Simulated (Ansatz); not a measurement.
# H on Ta(110): change of the work function, part 3 of 3

How does H on the hollow site change the work function of Ta(110) as the layer fills?

Ansatz 0.2.0; plane-wave DFT, PBE, Ansatz PAW.

So far, work function, upper face (eV): step 2 (the clean slab) 4.77; step 3 (17 atoms, coverage 0.25 ML, cell 2x2) 4.64.

**4. Adsorbate added, k-mesh 12×12×1, coverage 1 ML**

System of this step: Ta4H (H/Ta(110)). The cell holds 5 atoms: 4 Ta and 1 H. Its edges and angles: a = 2.867 Å, b = 2.867 Å, c = 26.257 Å, α = 90.0°, β = 90.0°, γ = 70.5°. Vacuum lies along c.

Another coverage, to see how the dipoles act on each other as their distance changes.

Contents of input.yaml:

```yaml
crystal:
  lattice:
    - [2.3405234457, -1.655, 0.0]
    - [2.3405234457, 1.655, 0.0]
    - [0.0, 0.0, 26.2568409049]
  atoms:
    - { symbol: Ta, position: [0.0, 0.0, 0.3427678155] }
    - { symbol: Ta, position: [0.5, 0.5, 0.4319073832] }
    - { symbol: Ta, position: [0.0, 0.0, 0.5211382921] }
    - { symbol: Ta, position: [0.5, 0.5, 0.6068055652] }
    - { symbol: H, position: [0.84, 0.84, 0.6572321845] }
kpoints:
  mp_grid: { grid: [12, 12, 1] }
hamiltonian:
  xc: pbe
scf:
  occupations: { method: fermi_dirac, width: 0.1 }
  convergence: { dr2_threshold: 1.0e-08 }
efield:
  axis: 3
  dipole_correction: true
  ramp_position: 0.97
  ramp_width: 0.06
relax:
  f_tol: 0.02
  max_steps: 60
  constraints: [{ sites: [0, 1] }]
output:
  write_potential: true
  write_density: true
  volumetric_format: npy
```

On the command line:

```console
$ ansatz run input.yaml --threads 4 --pin off --max-ram 6144MiB --backend cpu --events-out ev --progress --plain --runs-dir out
```

Numbers of over 12 decimals in the logs are rounded to 6 here.

Output:

```text
[...]
Crystal: 5 atoms, lattice volume = 203.415 Å³
Basis set: ecut = 420 eV, 3981 PW (Γ), exchange–correlation on 40×40×360 points (8 copies of the dense FFT grid, shifted against one another)
Bands: 32, of which v1, the nominal top of the filled ones, is band 27 counted from 1 (26 counted from 0)
Symmetry: 2 space group operations
[...]
k-points: 43 of 144 (time reversal used)
[...]
SCF iter   1: F=—  HF=-39743.534153 eV  |F-HF|=—  |Δ(HF+E_count)|=         —  Δρ=6.47e-3  dr2=2.29e0  ethr=1.77e-3  p=0.019 e·Å  D=1.65e-2 V/Å  ΔV_dip=-0.43 eV  dr2_dipole=5.59e-1  V_vac-E_F(+/−)=4.63/5.07 eV  ⟨swp⟩=7.8  Hψ=6819  notcnv=0
[...]
SCF iter   8: F=-39743.483509 eV  HF=-39743.483509 eV  |F-HF|=1.73e-8  |Δ(HF+E_count)|=   5.73e-8  Δρ=1.13e-6  dr2=1.75e-9  ethr=1.89e-11  p=0.007 e·Å  D=6.37e-3 V/Å  ΔV_dip=-0.17 eV  dr2_dipole=2.58e-11  V_vac-E_F(+/−)=4.62/4.78 eV  ⟨swp⟩=11.2  Hψ=10498  notcnv=0
SCF 1 converged in 8 iterations: F = -39743.483509 eV  dr2 = 1.75e-9
[...]
relax step   1: F+E_penalty+E_count = -39743.48350886 eV  Δ(F+E_penalty+E_count) = +0.000e0 eV  max|allowed force component| = 1.266e0 eV/Å  Δτ_max = 0.0000 Å  (8 SCF iters, accepted)
[...]
SCF iter   1: F=—  HF=-39743.703967 eV  |F-HF|=—  |Δ(HF+E_count)|=         —  Δρ=1.23e-2  dr2=1.67e0  ethr=3.10e-3  p=0.007 e·Å  D=6.37e-3 V/Å  ΔV_dip=-0.17 eV  dr2_dipole=4.97e-2  V_vac-E_F(+/−)=4.59/4.76 eV  ⟨swp⟩=6.2  Hψ=4242  notcnv=0
[...]
SCF iter   9: F=-39743.571135 eV  HF=-39743.571135 eV  |F-HF|=6.48e-9  |Δ(HF+E_count)|=   3.01e-8  Δρ=1.03e-6  dr2=6.31e-9  ethr=1.89e-11  p=0.017 e·Å  D=1.55e-2 V/Å  ΔV_dip=-0.41 eV  dr2_dipole=3.65e-10  V_vac-E_F(+/−)=4.38/4.79 eV  ⟨swp⟩=11.1  Hψ=10731  notcnv=0
SCF 2 converged in 9 iterations: F = -39743.571135 eV  dr2 = 6.31e-9
[...]
relax step   2: F+E_penalty+E_count = -39743.57113456 eV  Δ(F+E_penalty+E_count) = -8.763e-2 eV  max|allowed force component| = 9.083e-1 eV/Å  Δτ_max = 0.1923 Å  (9 SCF iters, accepted)
[...]
SCF iter   9: F=-39743.618915 eV  HF=-39743.618915 eV  |F-HF|=1.67e-9  |Δ(HF+E_count)|=   3.09e-8  Δρ=4.35e-7  dr2=6.25e-10  ethr=1.89e-11  p=0.020 e·Å  D=1.81e-2 V/Å  ΔV_dip=-0.47 eV  dr2_dipole=2.47e-11  V_vac-E_F(+/−)=4.32/4.79 eV  ⟨swp⟩=10.1  Hψ=9578  notcnv=0
SCF 3 converged in 9 iterations: F = -39743.618915 eV  dr2 = 6.25e-10
relax step   3: F+E_penalty+E_count = -39743.61891513 eV  Δ(F+E_penalty+E_count) = -4.778e-2 eV  max|allowed force component| = 2.020e-1 eV/Å  Δτ_max = 0.1832 Å  (9 SCF iters, accepted)
[...]
relax step   4: F+E_penalty+E_count = -39743.62552348 eV  Δ(F+E_penalty+E_count) = -6.608e-3 eV  max|allowed force component| = 7.534e-2 eV/Å  Δτ_max = 0.0702 Å  (8 SCF iters, accepted)
[...]
relax step   5: F+E_penalty+E_count = -39743.62650674 eV  Δ(F+E_penalty+E_count) = -9.833e-4 eV  max|allowed force component| = 2.031e-2 eV/Å  Δτ_max = 0.0216 Å  (7 SCF iters, accepted)
SCF iter   1: F=—  HF=-39743.626722 eV  |F-HF|=—  |Δ(HF+E_count)|=         —  Δρ=2.65e-4  dr2=8.83e-5  ethr=8.40e-6  p=0.019 e·Å  D=1.69e-2 V/Å  ΔV_dip=-0.44 eV  dr2_dipole=6.78e-6  V_vac-E_F(+/−)=4.35/4.79 eV  ⟨swp⟩=2.3  Hψ=2583  notcnv=0
[...]
SCF iter   6: F=-39743.626582 eV  HF=-39743.626582 eV  |F-HF|=1.67e-9  |Δ(HF+E_count)|=   7.65e-9  Δρ=3.22e-7  dr2=3.32e-10  ethr=1.89e-11  p=0.019 e·Å  D=1.69e-2 V/Å  ΔV_dip=-0.44 eV  dr2_dipole=2.51e-12  V_vac-E_F(+/−)=4.35/4.79 eV  ⟨swp⟩=9.9  Hψ=9427  notcnv=0
SCF 6 converged in 6 iterations: F = -39743.626582 eV  dr2 = 3.32e-10
relax step   6: F+E_penalty+E_count = -39743.62658204 eV  Δ(F+E_penalty+E_count) = -7.531e-5 eV  max|allowed force component| = 2.117e-3 eV/Å  Δτ_max = 0.0073 Å  (6 SCF iters, accepted)
[...]
SCF converged after 6 iterations
Free energy (F): -39743.626582 eV
[...]
Internal energy: -39743.455067 eV  (E = F + TS)
E sigma→0 (E₀):  -39743.540824 eV
Entropy (-TS):   -0.171515 eV (-34.303 meV/atom)
Fermi energy:    3.906275 eV
Dipole field:    D = 0.016858 V/Å  (p = 0.018951 e·Å, saw-weighted, corrected)
Work function:   Φ+ = 4.3456 eV   Φ− = 4.7883 eV
[...]
--- Forces (eV/Å), atoms counted from 1 ---
  atom   1  Ta     0.01610525    -0.00000000     0.37291021
  atom   2  Ta    -0.01793502     0.00000000    -0.37315720
  atom   3  Ta     0.00113402    -0.00000000     0.00065644
  atom   4  Ta    -0.00141350    -0.00000000    -0.00018885
  atom   5  H      0.00211739    -0.00000000    -0.00021512
  max |Σ_I F_I| component: 8.13e-6 eV/Å
--- Band table (eV; the first three rows and the last of 43) ---
  k-point 0: bands = [... 23 lower, 3.5368, 3.5581, 3.9529, 4.2920, 4.4487, 4.7784, 5.0104, 6.2209, ... 1 higher]
  k-point 1: bands = [... 23 lower, 3.4736, 3.5637, 3.8006, 4.2370, 4.4985, 4.5202, 5.0493, 6.3229, ... 1 higher]
  k-point 2: bands = [... 23 lower, 3.2596, 3.4590, 3.6272, 3.9144, 3.9683, 4.8932, 5.2129, 6.5539, ... 1 higher]
  k-point 42: bands = [... 23 lower, 2.7777, 4.0384, 4.0467, 5.6614, 5.8956, 6.1637, 6.1662, 6.8954, ... 1 higher]
--- Relaxed structure (6 steps of the walk, 6 accepted, 0 SCFs on fresh bases) ---
  F+E_penalty+E_count = -39743.62658204 eV   max|allowed force component| = 2.117e-3 eV/Å
  atoms:
    - { symbol: Ta, position: [0.0, 0.0, 0.3427678155] }
    - { symbol: Ta, position: [0.500000, 0.500000, 0.4319073832] }
    - { symbol: Ta, position: [0.00393144, 0.00393144, 0.520851] }
    - { symbol: Ta, position: [0.509629, 0.509629, 0.609494] }
    - { symbol: H, position: [0.867247, 0.867247, 0.649300] }
```

Elapsed: 17 s, on 4 threads of Intel Xeon 6975P-C (Granite Rapids), shared host; peak memory 0.65 GiB; 65 s of CPU time.

The steps of the relaxation:

```
step  energy less that of the first step (eV)  largest force component (eV/Å)
   1                                   0.0000                          1.2665
   2                                  -0.0876                          0.9083
   3                                  -0.1354                          0.2020
   4                                  -0.1420                          0.0753
   5                                  -0.1430                          0.0203
   6                                  -0.1431                          0.0021
```

Forces are held to the 2 operations that the run works with; a distortion that breaks them can't arise in this run.

The atoms that moved most (Å):

```
atom     dx     dy      dz  length
  H5  0.128  0.000  -0.208   0.244
 Ta4  0.045  0.000   0.071   0.084
 Ta3  0.018  0.000  -0.008   0.020
```

Final coordinates:

```xyz
5
Lattice="2.3405 -1.6550 0.0000 2.3405 1.6550 0.0000 0.0000 0.0000 26.2568" Properties=species:S:1:pos:R:3
Ta    0.0000    0.0000    9.0000
Ta    2.3405    0.0000   11.3405
Ta    0.0184    0.0000   13.6759
Ta    2.3856    0.0000   16.0034
H     4.0596    0.0000   17.0486
```

This step gave:

| Quantity | Value |
| --- | --- |
| energy at zero smearing | -39743.5408 eV |
| work function, upper face | 4.346 eV |
| work function, lower face | 4.788 eV |
| dipole along the normal | 0.01895 e·Å |
| step between the vacuum levels | -0.4427 eV |

Running mean over 2.341 Å of the planar mean; the ramp of the sawtooth is left out. Electron's electrostatic potential energy less the Fermi level against z:

```
z (Å)  electron's electrostatic potential energy less the Fermi level (eV)
  3.5                                                                 4.79
  4.0                                                                 4.79
  4.5                                                                 4.78
  5.0                                                                 4.77
  5.5                                                                 4.73
  6.0                                                                 4.60
  6.5                                                                 4.19
  7.0                                                                 2.96
  7.5                                                               -0.259
  8.0                                                                -5.20
  8.5                                                                -8.89
  9.0                                                                -10.1
  9.5                                                                -10.1
 10.0                                                                -10.0
 10.5                                                                -10.0
 11.0                                                                -9.99
 11.5                                                                -9.99
 12.0                                                               -10.00
 12.5                                                               -10.00
 13.0                                                                -9.97
 13.5                                                                -9.93
 14.0                                                                -9.94
 14.5                                                                -10.0
 15.0                                                                -10.1
 15.5                                                                -10.2
 16.0                                                                -10.7
 16.5                                                                -9.81
 17.0                                                                -6.23
 17.5                                                                -1.38
 18.0                                                                 1.90
 18.5                                                                 3.65
 19.0                                                                 4.17
 19.5                                                                 4.30
 20.0                                                                 4.33
 20.5                                                                 4.34
 21.0                                                                 4.34
 21.5                                                                 4.35
 22.0                                                                 4.35
 22.5                                                                 4.35
 23.0                                                                 4.35
```

The relaxation took 6 steps and lowered the energy by 0.14 eV; the largest force on the free atoms ends at 0.0021 eV/Å.

The covered face has 4.35 eV, -0.42 eV against the clean one; the bare back face has moved by -0.03 eV, a measure of how thin the slab is.

**5. Work function against coverage**

This step: plane-wave DFT, PBE, Ansatz PAW; work function against coverage (Ansatz 0.2.0).

The runs are now put side by side.

Numbers from this step:

- work function of the clean face: 4.767 eV
- largest change of the work function: -0.4212 eV

The work function of the covered face by coverage:

```
coverage (adsorbates/nm²)  work function of the covered face (eV)
                     0.00                                    4.77
                     3.23                                    4.64
                    12.91                                    4.35
```

The dipole per adsorbate comes from the change of the cell's dipole. Coverage, by row:

```
coverage (1/nm²)  coverage (ML)  work function (eV)  change (eV)  dipole per adsorbate, positive end outwards (debye)  mean height of the added atoms over the highest substrate atom (Å)
           3.227           0.25               4.644      -0.1225                                                0.089                                                               1.048
           12.91              1               4.346      -0.4212                                                0.081                                                               1.045
```

**6. Outcome**

- work function of the clean face: 4.77 eV
- work function at 0.25 ML: 4.64 eV
- work function at 1 ML: 4.35 eV
- dipole per adsorbate at 0.25 ML, positive end outwards: 0.09 D

**Reading.** At the lowest coverage H changes the work function of Ta(110) by under 0.15 eV, within the error of so thin a slab; the largest change, -0.42 eV, comes at higher coverage. The slab has 4 layers, at the tabulated experimental lattice constant, one starting site was run, and quantum-size effects of a slab this thin can reach one or two tenths of an eV.

[Logs are printed without paths, hosts, clocks, repeated set-up lines and the standing remarks that a program may print on its own settings, such as how far it seeks lower states.]

[Hosts, paths, dates, database ids (printed as entryN), source tags and the programs' standing remarks are cut or masked in the printed files.]

[Maps of the electrostatic potential energy from Ansatz leave out the sawtooth potential of an applied field or a dipole correction, so their vacuum need not be flat; planar profiles and work functions include it.]
